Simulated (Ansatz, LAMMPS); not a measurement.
# Amorphous HfO2 (66 atoms) under strain, part 2 of 3

Aim: relax amorphous HfO2 (66 atoms), then change its volume and shape to read moduli from the stress.

Ansatz 0.2.0; Kohn-Sham DFT, PBE, PAW (set soft_1), plane waves.

The cell: 22 Hf and 44 O. The quench rate of 5 K/ps is orders of magnitude faster than experiment. The network of bonds at the start is that of the classical potential that made the cell. Sampling is at Γ alone. No spin–orbit coupling is included.

So far. Step 2 (Single point at the start): The r.m.s. force at the start is 0.38 eV/Å. Step 3 (Cell and atoms relaxed): The relaxation converged after 9 steps, with a largest force component of 0.013 eV/Å.

**4. Single point at the relaxed geometry**

One more single point at the end of the walk gives the fuller output and checks the residual forces.

input.yaml

```yaml
crystal:
  lattice:
    - [9.30035, -0.19573, -0.0425]
    - [-0.19573, 9.64236, 0.20609]
    - [-0.0425, 0.20609, 9.43782]
  atoms:
    - { symbol: Hf, position: [0.74533, 0.0586, 0.39804] }
    - { symbol: Hf, position: [0.18789, 0.64173, 0.40143] }
    - { symbol: Hf, position: [0.91641, 0.00613, 0.99829] }
    - { symbol: Hf, position: [0.70477, 0.28798, 0.08939] }
    - { symbol: Hf, position: [0.5979, 0.91294, 0.11563] }
    - { symbol: Hf, position: [0.85411, 0.22789, 0.72954] }
    [... 54 atom lines left out ...]
    - { symbol: O, position: [0.03238, 0.5077, 0.50031] }
    - { symbol: O, position: [0.97819, 0.04577, 0.78668] }
    - { symbol: O, position: [0.27417, 0.45512, 0.31375] }
    - { symbol: O, position: [0.57426, 0.44986, 0.44537] }
    - { symbol: O, position: [0.65316, 0.6541, 0.59842] }
    - { symbol: O, position: [0.89274, 0.74767, 0.73184] }
kpoints:
  mp_grid: { grid: [1, 1, 1] }
hamiltonian:
  xc: pbe
  pseudopotentials: { kind: paw, azcp: { folder: soft_1 } }
scf:
  occupations: { method: fixed }
output:
  forces: true
  stress: true
  populations: true
  dos:
    method: { smearing: { sigma: 0.1 } }
    de: 0.1
    projected: { site_lists: { Hf: [Hf], O: [O] } }
  eigenvalues: true
  write_density: true
  write_potential: true
  volumetric_format: npy
  elf: true
```

On the command line:

```console
> ansatz run input.yaml --threads 4 --pin off --max-ram 8192MiB --backend cpu --events-out ev --progress --plain --runs-dir out
```

Numbers of over 12 decimals in the logs are rounded to 6 here.

Output:

```text
[...]
Crystal: 66 atoms, lattice volume = 845.588 Å³
Basis set: ecut = 420 eV, 16523 PW (Γ), exchange–correlation on 128×144×128 points (8 copies of the dense FFT grid, shifted against one another)
Bands: 502, of which v1, the nominal top of the filled ones, is band 418 counted from 1 (417 counted from 0)
Symmetry: 1 space group operations
[...]
k-points: 1
[...]
SCF iter   1: F=—  HF=-370982.554225 eV  |F-HF|=—  |Δ(HF+E_count)|=         —  Δρ=8.49e-2  dr2=5.33e1  ethr=3.10e-3  ⟨swp⟩=5.0  Hψ=1311  notcnv=0  defer=81
[...]
SCF iter  14: F=-370966.365122 eV  HF=-370966.365122 eV  |F-HF|=5.88e-9  |Δ(HF+E_count)|=   8.04e-8  Δρ=2.14e-6  dr2=3.73e-8  ethr=1.20e-11  ⟨swp⟩=19.0  Hψ=5665  notcnv=0
SCF 1 converged in 14 iterations: F = -370966.365122 eV  dr2 = 3.73e-8
[...]
SCF converged after 14 iterations
Free energy (F): -370966.365122 eV
[...]
Internal energy: -370966.365122 eV  (E = F + TS)
E sigma→0 (E₀):  -370966.365122 eV
Fermi energy:    11.154819 eV
[...]
--- Forces (eV/Å), atoms counted from 1 ---
  atom   1  Hf    -0.00116984    -0.00003986    -0.00242992
  atom   2  Hf    -0.00265032    -0.00203141     0.00546336
  atom   3  Hf     0.00462195     0.00128125     0.00309132
  atom   4  Hf     0.00599904    -0.00275648    -0.00300159
  atom   5  Hf    -0.00086900     0.00216184    -0.00164408
  atom   6  Hf     0.00227671     0.00190162    -0.00244283
  atom   7  Hf    -0.00436869    -0.00940766     0.00339897
  atom   8  Hf     0.00174567    -0.00130259    -0.00053706
  atom   9  Hf     0.00100190    -0.00072736    -0.00016256
  atom  10  Hf    -0.00221639    -0.00404088    -0.00122338
  atom  11  Hf     0.00357116     0.00090907     0.00107802
  atom  12  Hf     0.00186515    -0.00832969    -0.01311205
  atom  13  Hf    -0.00258482    -0.00334761    -0.00573912
  atom  14  Hf    -0.00107149    -0.00018586     0.00216806
[...]
atom  65  O      0.00089853     0.00515537     0.00041668
  atom  66  O     -0.00066334     0.00335430     0.00416426
  max |Σ_I F_I| component: 9.25e-5 eV/Å
--- Stress (GPa, compression-positive) ---
       -0.023714      -0.003386      -0.003958
       -0.003386      -0.015839      -0.010663
       -0.003958      -0.010663      -0.004083
  P = ⅓ Tr σ = -0.0145 GPa (-0.145 kbar)
--- Band table (eV) ---
[...]
--- Löwdin populations: 66 sites ---
  site symbol       q [e]
     0     Hf     24.5207
     1     Hf     24.5572
     2     Hf     24.5646
[...]
65      O      6.6680
  spilling = 0.002717 (of n_electrons = 836.000000)
```

Elapsed: 14 s, on 4 threads of Intel Xeon Platinum 8488C (Sapphire Rapids), shared host; peak memory 1.5 GiB.

Read from the output:

```
free energy                                      : -370966.3651 eV
free energy per atom                             : -5620.7025 eV/atom
SCF cycles                                       : 14
pressure                                         : -0.01455 GPa
r.m.s. force component                           : 0.00397 eV/Å
longest force                                    : 0.01565 eV/Å
Fermi energy                                     : 11.15 eV
gap (highest filled to lowest empty level) : 3.92 eV
spilling of the projection                       : 0.002717
```

Löwdin charges by element and coordination (they lack the spilled electrons, 0.034 e an atom on average):

```tsv
element	coordination	atoms	mean charge (e)	spread	least	most
Hf	all	22	1.44	0.022	1.41	1.49
Hf	6	16	1.44	0.0213	1.41	1.49
Hf	7	6	1.46	0.0188	1.43	1.48
O	all	44	-0.670	0.0228	-0.719	-0.614
O	2	1	-0.666	0	-0.666	-0.666
O	3	36	-0.670	0.0203	-0.719	-0.635
O	4	7	-0.675	0.0334	-0.717	-0.614
```

Density of states as counts of states in windows of 1 eV (from the Fermi level), total and the larger projections:

```tsv
from (eV)	to (eV)	total	O p	Hf d	Hf f
-14	-11	0.0	0.0	0.0	0.0
-11	-10	307.4	1.5	0.2	305.4
-10	-9	0.6	0.0	0.0	0.6
-9	-6	0.0	0.0	0.0	0.0
-6	-5	2.4	1.6	0.5	0.0
-5	-4	42.6	29.5	10.2	0.2
-4	-3	57.4	42.3	12.1	0.3
-3	-2	52.5	42.4	7.3	0.3
-2	-1	62.4	54.8	5.1	0.4
-1	0	45.6	42.3	2.2	0.2
0	1	1.1	1.0	0.1	0.0
1	3	0.0	0.0	0.0	0.0
3	4	1.8	0.2	1.1	0.0
4	5	29.5	3.1	24.1	0.0
```

With fixed occupations the program's Fermi level is the highest filled level; weight inside the gap is the broadening of levels at its edges.

Between -26 and -14 eV lie 88 more states.

The stored curve holds about 660 of the 836 electrons; the rest, give or take the few that broadening carries across the Fermi level, lie in deeper levels below its range.

The levels nearest the highest filled one (over half full), pooled over k-points and spins:

```tsv
level less the highest filled one (eV)	occupation
-0.349	2
-0.259	2
-0.198	2
-0.146	2
-0.0998	2
0	2
3.92	0
4.15	0
4.20	0
4.28	0
4.40	0
4.50	0
```

ELF in the ab plane at fractional z = 0.070, with atoms of Hf and O within 0.2 Å of it. It is the smooth field of the valence electrons, not physical close to the nuclei.

Ten even steps from '0' (0.01) to '9' (0.85), each cell a mean:
```
16999612689831477311213663
12564115976853899611101221
52012214976963798511101466
94268852799841454200015998
95489983266410122100027966
83499983001002577631015888
51278842221004899861012467
10012247874002699851266521
00000488896122356521599951
11001696695367421111599951
21100499883488621353367621
11122247751367412687312111
11477411210123212688412442
12788510001356521354215775
21575334201688731232116887
10122477510477623788513665
00015898510133216999711121
00025786300001115999610000
00002431110025643576212210
00000013664169996211122210
03553127997278589400011000
16998438997268798301221110
28879725774137874113432453
28868821222211222013423785
```
Columns run along a (9.3 Å), rows up along b (9.6 Å). Atoms in or near the plane, at fractional coordinates: Hf at (0.70, 0.29), Hf at (0.18, 0.78), O at (0.38, 0.90), O at (0.55, 0.13), O at (0.95, 0.80), O at (0.30, 0.60), O at (0.12, 0.02).

Valence density in the ab plane at fractional z = 0.070, with atoms of Hf and O within 0.2 Å of it. It is the smooth field of the valence electrons, not physical close to the nuclei.

Ten steps, logarithmic in the rise over the least value, from '0' (0 e/Å³) to '9' (35 e/Å³), each cell a mean:
```
12343101233211355211112442
11111001356422587410001121
11011111366422576410000122
31146632234211233100001345
42379962111000111100001466
32379962000000122100001355
11246631100000233210011222
00012223320001233210134421
00000135531112222101368731
00000246642244311001378731
11000134432356411111245421
01122112211244311122212110
01344210000122111222111111
11466310000112111121111221
01344211000122211222111221
00122221100011112576311110
00001232100000014898510000
00001121100000013798410000
00000011110001122454210000
00000012442123442111100000
00010025875235653100000000
01232126885224552100011110
13565223553112321001112332
23565211221111121101113453
```
Columns run along a (9.3 Å), rows up along b (9.6 Å). Atoms in or near the plane, at fractional coordinates: Hf at (0.70, 0.29), Hf at (0.18, 0.78), O at (0.38, 0.90), O at (0.55, 0.13), O at (0.95, 0.80), O at (0.30, 0.60), O at (0.12, 0.02).

Filled and empty levels are parted by 3.92 eV (at Γ alone); a semilocal functional tends to put such gaps too low. In a disordered cell it changes from sample to sample, and tail or defect levels can set it. Mean Löwdin charges: Hf +1.44, O -0.67 e. The largest share in the top eV of filled states is O p (94 % of the projected weight), and in the lowest eV of empty states Hf d (82 % of the projected weight).

**5. Volume -3 %**

The relaxed cell is scaled evenly and the atoms are relaxed again; the stress at the end gives one point of P(V).

input.yaml, the sections that differ from step 4:

```yaml
crystal:
  lattice:
    - [9.2064, -0.19375, -0.04207]
    - [-0.19375, 9.54496, 0.20401]
    - [-0.04207, 0.20401, 9.34248]
  atoms:
    [... the 66 atom lines of step 4 ...]
output:
  forces: true
  eigenvalues: true
  stress: true
relax:
  f_tol: 0.05
  max_steps: 70
# kpoints, hamiltonian, scf: as in step 4
```

Output:

```text
Warning: output.stress: scf.convergence.dr2_threshold = 1e-7 eV (the SCF's general default) is looser than the 6.6e-9 eV advised for a printed stress (1e-10 eV for each atom of the cell: 66). What an SCF threshold leaves in a stress goes as its square root, and in the free energy as the threshold itself, and one threshold admits the most on a small cell: [...]
[...]
Crystal: 66 atoms, lattice volume = 820.220 Å³
Basis set: ecut = 420 eV, 16041 PW (Γ), exchange–correlation on 128×128×128 points (8 copies of the dense FFT grid, shifted against one another)
Bands: 502, of which v1, the nominal top of the filled ones, is band 418 counted from 1 (417 counted from 0)
Symmetry: 1 space group operations
[...]
k-points: 1
[...]
SCF iter   1: F=—  HF=-370982.715930 eV  |F-HF|=—  |Δ(HF+E_count)|=         —  Δρ=8.59e-2  dr2=5.39e1  ethr=3.10e-3  ⟨swp⟩=5.0  Hψ=1353  notcnv=0  defer=81
[...]
SCF iter  11: F=-370965.844183 eV  HF=-370965.844184 eV  |F-HF|=4.41e-7  |Δ(HF+E_count)|=   7.02e-6  Δρ=3.35e-5  dr2=8.24e-6  ethr=3.89e-9  ⟨swp⟩=13.0  Hψ=2622  notcnv=0
SCF 1 converged in 11 iterations: F = -370965.844183 eV  dr2 = 8.24e-6
[...]
relax step   1: F+E_penalty+E_count = -370965.84418314 eV  Δ(F+E_penalty+E_count) = +0.000e0 eV  max|allowed force component| = 3.463e-1 eV/Å  Δτ_max = 0.0000 Å  (11 SCF iters, dr2 threshold 6.25e-5 eV, accepted)
[...]
relax step   2: F+E_penalty+E_count = -370965.94448573 eV  Δ(F+E_penalty+E_count) = -1.003e-1 eV  max|allowed force component| = 2.557e-1 eV/Å  Δτ_max = 0.0521 Å  (7 SCF iters, dr2 threshold 7.50e-6 eV, accepted)
[...]
relax step   3: F+E_penalty+E_count = -370965.97671716 eV  Δ(F+E_penalty+E_count) = -3.223e-2 eV  max|allowed force component| = 1.405e-1 eV/Å  Δτ_max = 0.0256 Å  (6 SCF iters, dr2 threshold 4.09e-6 eV, accepted)
relax step   4: F+E_penalty+E_count = -370965.96882720 eV  Δ(F+E_penalty+E_count) = +7.890e-3 eV  max|allowed force component| = 2.509e-1 eV/Å  Δτ_max = 0.2000 Å  (8 SCF iters, dr2 threshold 5.96e-6 eV, rejected (line search))
relax step   5: F+E_penalty+E_count = -370966.01691007 eV  Δ(F+E_penalty+E_count) = -4.019e-2 eV  max|allowed force component| = 5.099e-2 eV/Å  Δτ_max = 0.1000 Å  (10 SCF iters, accepted)
relax step   6: F+E_penalty+E_count = -370966.02109722 eV  Δ(F+E_penalty+E_count) = -4.187e-3 eV  max|allowed force component| = 6.693e-2 eV/Å  Δτ_max = 0.1000 Å  (9 SCF iters, accepted)
relax step   7: F+E_penalty+E_count = -370966.02681783 eV  Δ(F+E_penalty+E_count) = -5.721e-3 eV  max|allowed force component| = 1.120e-1 eV/Å  Δτ_max = 0.0835 Å  (9 SCF iters, accepted)
relax step   8: F+E_penalty+E_count = -370966.05060093 eV  Δ(F+E_penalty+E_count) = -2.378e-2 eV  max|allowed force component| = 2.168e-1 eV/Å  Δτ_max = 0.1953 Å  (7 SCF iters, dr2 threshold 1.25e-5 eV, accepted)
relax step   9: F+E_penalty+E_count = -370966.01691334 eV  Δ(F+E_penalty+E_count) = +3.369e-2 eV  max|allowed force component| = 4.102e-1 eV/Å  Δτ_max = 0.1961 Å  (7 SCF iters, dr2 threshold 4.70e-5 eV, rejected (line search))
relax step  10: F+E_penalty+E_count = -370966.11614048 eV  Δ(F+E_penalty+E_count) = -6.554e-2 eV  max|allowed force component| = 1.382e-1 eV/Å  Δτ_max = 0.0980 Å  (10 SCF iters, accepted)
relax step  11: F+E_penalty+E_count = -370966.14987378 eV  Δ(F+E_penalty+E_count) = -3.373e-2 eV  max|allowed force component| = 8.287e-2 eV/Å  Δτ_max = 0.1000 Å  (7 SCF iters, dr2 threshold 7.76e-6 eV, accepted)
relax step  12: F+E_penalty+E_count = -370966.15467348 eV  Δ(F+E_penalty+E_count) = -4.800e-3 eV  max|allowed force component| = 1.241e-1 eV/Å  Δτ_max = 0.1250 Å  (10 SCF iters, accepted)
relax step  13: F+E_penalty+E_count = -370966.16365793 eV  Δ(F+E_penalty+E_count) = -8.984e-3 eV  max|allowed force component| = 5.306e-2 eV/Å  Δτ_max = 0.0598 Å  (7 SCF iters, dr2 threshold 5.54e-6 eV, accepted)
[...]
relax step  14: F+E_penalty+E_count = -370966.16474831 eV  Δ(F+E_penalty+E_count) = -1.090e-3 eV  max|allowed force component| = 2.810e-2 eV/Å  Δτ_max = 0.0113 Å  (7 SCF iters, accepted)
SCF converged after 7 iterations
Free energy (F): -370966.164748 eV
[...]
Internal energy: -370966.164748 eV  (E = F + TS)
E sigma→0 (E₀):  -370966.164748 eV
Fermi energy:    11.711924 eV
[...]
--- Forces (eV/Å), atoms counted from 1 ---
  atom   1  Hf     0.00462906    -0.00673946     0.00995141
  atom   2  Hf     0.01176196     0.01271123    -0.00663869
  atom   3  Hf    -0.00000842    -0.00603101     0.00944274
  atom   4  Hf     0.00448238    -0.00955584     0.01059229
  atom   5  Hf    -0.01430806     0.00817968    -0.00711648
  atom   6  Hf    -0.00269345    -0.01642950    -0.00280843
  atom   7  Hf     0.00511444    -0.00015520     0.00668413
  atom   8  Hf     0.00868810     0.00151797     0.00185393
  atom   9  Hf     0.01934557     0.00277987    -0.02384201
  atom  10  Hf     0.00232042    -0.02811101     0.00901334
  atom  11  Hf    -0.00139793    -0.00016978    -0.00028769
  atom  12  Hf    -0.00181635     0.00785730     0.00094679
  atom  13  Hf    -0.00543226     0.00090804    -0.00409090
  atom  14  Hf    -0.00109487     0.00643546    -0.00234934
[...]
atom  65  O     -0.00300863    -0.00475869    -0.00412586
  atom  66  O     -0.00145527    -0.00524088     0.00293688
  max |Σ_I F_I| component: 4.28e-4 eV/Å
--- Stress (GPa, compression-positive) ---
        4.756493       0.528624      -0.222986
        0.528624       3.278141      -0.552585
       -0.222985      -0.552584       4.049609
  P = ⅓ Tr σ = 4.0281 GPa (40.281 kbar)
--- Band table (eV) ---
[...]
--- Relaxed structure (14 steps of the walk, 12 accepted, 0 SCFs on fresh bases) ---
  F+E_penalty+E_count = -370966.16474831 eV   max|allowed force component| = 2.810e-2 eV/Å
  atoms:
    - { symbol: Hf, position: [0.746862, 0.060931, 0.397360] }
    - { symbol: Hf, position: [0.189461, 0.636769, 0.399449] }
    - { symbol: Hf, position: [0.916869, 0.00962672, 0.996178] }
    - { symbol: Hf, position: [0.702287, 0.284138, 0.090578] }
[...]
- { symbol: O, position: [0.899504, 0.755612, 0.741003] }
```

Run time: 1.9 min. Hardware: 4 threads; peak memory 1.5 GiB; 7 min of CPU time.

The program notes that the SCF threshold is loose for the stress.

The relaxation converged after 14 steps, 0.321 eV below its start, with a largest force component of 0.028 eV/Å.

Volume -3 %: the energy stands 0.200 eV above that of the reference, at a pressure of 4.03 GPa.

**6. Volume +3 %**

The relaxed cell is scaled to another volume.

Input and log are left out; they have the form of those shown for this kind of step.

It took 66 s on 4 threads of Intel Xeon Platinum 8488C (Sapphire Rapids), shared host; peak memory 1.5 GiB.

The relaxation converged after 8 steps, 0.175 eV below its start, with a largest force component of 0.017 eV/Å.

Volume +3 %: the energy stands 0.300 eV above that of the reference, at a pressure of -3.42 GPa.

**7. Volume -6 %**

The relaxed cell is scaled to another volume.

input.yaml, the sections that differ from step 5:

```yaml
crystal:
  lattice:
    - [9.11049, -0.19173, -0.04163]
    - [-0.19173, 9.44552, 0.20188]
    - [-0.04163, 0.20188, 9.24516]
  atoms:
    [... the 66 atom lines of step 4 ...]
# kpoints, hamiltonian, scf, output, relax: as in step 5
```

Output:

```text
[...]
Crystal: 66 atoms, lattice volume = 794.852 Å³
Basis set: ecut = 420 eV, 15559 PW (Γ), exchange–correlation on 128×128×128 points (8 copies of the dense FFT grid, shifted against one another)
Bands: 502, of which v1, the nominal top of the filled ones, is band 418 counted from 1 (417 counted from 0)
Symmetry: 1 space group operations
[...]
k-points: 1
[...]
SCF iter   1: F=—  HF=-370981.826491 eV  |F-HF|=—  |Δ(HF+E_count)|=         —  Δρ=8.73e-2  dr2=5.50e1  ethr=3.10e-3  ⟨swp⟩=5.0  Hψ=1369  notcnv=0  defer=82
[...]
SCF iter  10: F=—  HF=-370964.150259 eV  |F-HF|=—  |Δ(HF+E_count)|=   1.76e-4  Δρ=5.20e-5  dr2=2.16e-5  ethr=7.48e-9  ⟨swp⟩=13.0  Hψ=2873  notcnv=0
SCF iter  11: F=-370964.150268 eV  HF=-370964.150270 eV  |F-HF|=2.56e-6  |Δ(HF+E_count)|=   1.13e-5  Δρ=3.38e-5  dr2=7.75e-6  ethr=2.58e-9  ⟨swp⟩=5.0  Hψ=2090  notcnv=0
SCF 1 converged in 11 iterations: F = -370964.150268 eV  dr2 = 7.75e-6
[...]
relax step   1: F+E_penalty+E_count = -370964.15026753 eV  Δ(F+E_penalty+E_count) = +0.000e0 eV  max|allowed force component| = 7.298e-1 eV/Å  Δτ_max = 0.0000 Å  (11 SCF iters, dr2 threshold 6.25e-5 eV, accepted)
[...]
relax step   2: F+E_penalty+E_count = -370964.58344105 eV  Δ(F+E_penalty+E_count) = -4.332e-1 eV  max|allowed force component| = 5.232e-1 eV/Å  Δτ_max = 0.1009 Å  (7 SCF iters, dr2 threshold 3.33e-5 eV, accepted)
[...]
relax step   3: F+E_penalty+E_count = -370964.71696627 eV  Δ(F+E_penalty+E_count) = -1.335e-1 eV  max|allowed force component| = 2.953e-1 eV/Å  Δτ_max = 0.0541 Å  (6 SCF iters, dr2 threshold 1.71e-5 eV, accepted)
relax step   4: F+E_penalty+E_count = -370964.85052443 eV  Δ(F+E_penalty+E_count) = -1.336e-1 eV  max|allowed force component| = 1.771e-1 eV/Å  Δτ_max = 0.2000 Å  (7 SCF iters, dr2 threshold 2.78e-5 eV, accepted)
relax step   5: F+E_penalty+E_count = -370964.92031798 eV  Δ(F+E_penalty+E_count) = -6.979e-2 eV  max|allowed force component| = 1.669e-1 eV/Å  Δτ_max = 0.2000 Å  (7 SCF iters, dr2 threshold 9.99e-6 eV, accepted)
relax step   6: F+E_penalty+E_count = -370965.00303297 eV  Δ(F+E_penalty+E_count) = -8.271e-2 eV  max|allowed force component| = 3.467e-1 eV/Å  Δτ_max = 0.1970 Å  (7 SCF iters, dr2 threshold 1.00e-5 eV, accepted)
relax step   7: F+E_penalty+E_count = -370965.11161963 eV  Δ(F+E_penalty+E_count) = -1.086e-1 eV  max|allowed force component| = 1.616e-1 eV/Å  Δτ_max = 0.1906 Å  (7 SCF iters, dr2 threshold 1.00e-4 eV, accepted)
relax step   8: F+E_penalty+E_count = -370965.12329499 eV  Δ(F+E_penalty+E_count) = -1.168e-2 eV  max|allowed force component| = 7.837e-2 eV/Å  Δτ_max = 0.0584 Å  (7 SCF iters, dr2 threshold 5.67e-6 eV, accepted)
[...]
relax step   9: F+E_penalty+E_count = -370965.12678713 eV  Δ(F+E_penalty+E_count) = -3.492e-3 eV  max|allowed force component| = 2.971e-2 eV/Å  Δτ_max = 0.0320 Å  (9 SCF iters, accepted)
SCF converged after 9 iterations
Free energy (F): -370965.126787 eV
[...]
Internal energy: -370965.126787 eV  (E = F + TS)
E sigma→0 (E₀):  -370965.126787 eV
Fermi energy:    12.270356 eV
[...]
Σ components = -370965.126787   (vs F -370965.126787, Δ=0.00e0)
--- Forces (eV/Å), atoms counted from 1 ---
  atom   1  Hf     0.01497177    -0.00706489     0.00307942
  atom   2  Hf     0.00083141    -0.00511342    -0.00815591
  atom   3  Hf     0.00539701     0.00126454     0.00170620
  atom   4  Hf    -0.00025963    -0.00683043     0.00210769
[...]
atom  66  O      0.00006517    -0.01174766    -0.00082527
  max |Σ_I F_I| component: 4.56e-5 eV/Å
--- Stress (GPa, compression-positive) ---
       10.005427       0.042700      -0.734686
        0.042700       8.499004      -0.768295
       -0.734686      -0.768295       9.193612
  P = ⅓ Tr σ = 9.2327 GPa (92.327 kbar)
--- Band table (eV) ---
[...]
--- Relaxed structure (9 steps of the walk, 9 accepted, 0 SCFs on fresh bases) ---
  F+E_penalty+E_count = -370965.12678713 eV   max|allowed force component| = 2.971e-2 eV/Å
  atoms:
    - { symbol: Hf, position: [0.749414, 0.062542, 0.400423] }
    - { symbol: Hf, position: [0.191538, 0.635624, 0.398604] }
    - { symbol: Hf, position: [0.917457, 0.013098, 0.998221] }
    - { symbol: Hf, position: [0.701838, 0.284919, 0.091255] }
[...]
- { symbol: O, position: [0.900265, 0.756020, 0.746766] }
```

The job ended after 69 s (4 threads; peak memory 1.4 GiB).

The relaxation converged after 9 steps, 0.977 eV below its start, with a largest force component of 0.030 eV/Å.

Volume -6 %: the energy stands 1.24 eV above that of the reference, at a pressure of 9.23 GPa.

**8. Volume +6 %**

The relaxed cell is scaled to another volume.

Input and log are left out; they have the form of those shown for this kind of step.

Elapsed: 1.8 min, on 4 threads of Intel Xeon Platinum 8488C (Sapphire Rapids), shared host; peak memory 1.6 GiB; 6.6 min of CPU time.

The relaxation converged after 12 steps, 0.924 eV below its start, with a largest force component of 0.032 eV/Å.

Volume +6 %: the energy stands 0.884 eV above that of the reference, at a pressure of -5.37 GPa.

(Part 2 of 3 ends here.)

[Logs are printed without paths, hosts, clocks, repeated set-up lines and the standing remarks that a program may print on its own settings, such as how far it seeks lower states.]

[Hosts, paths, dates, database ids (printed as entryN), source tags and the programs' standing remarks are cut or masked in the printed files.]
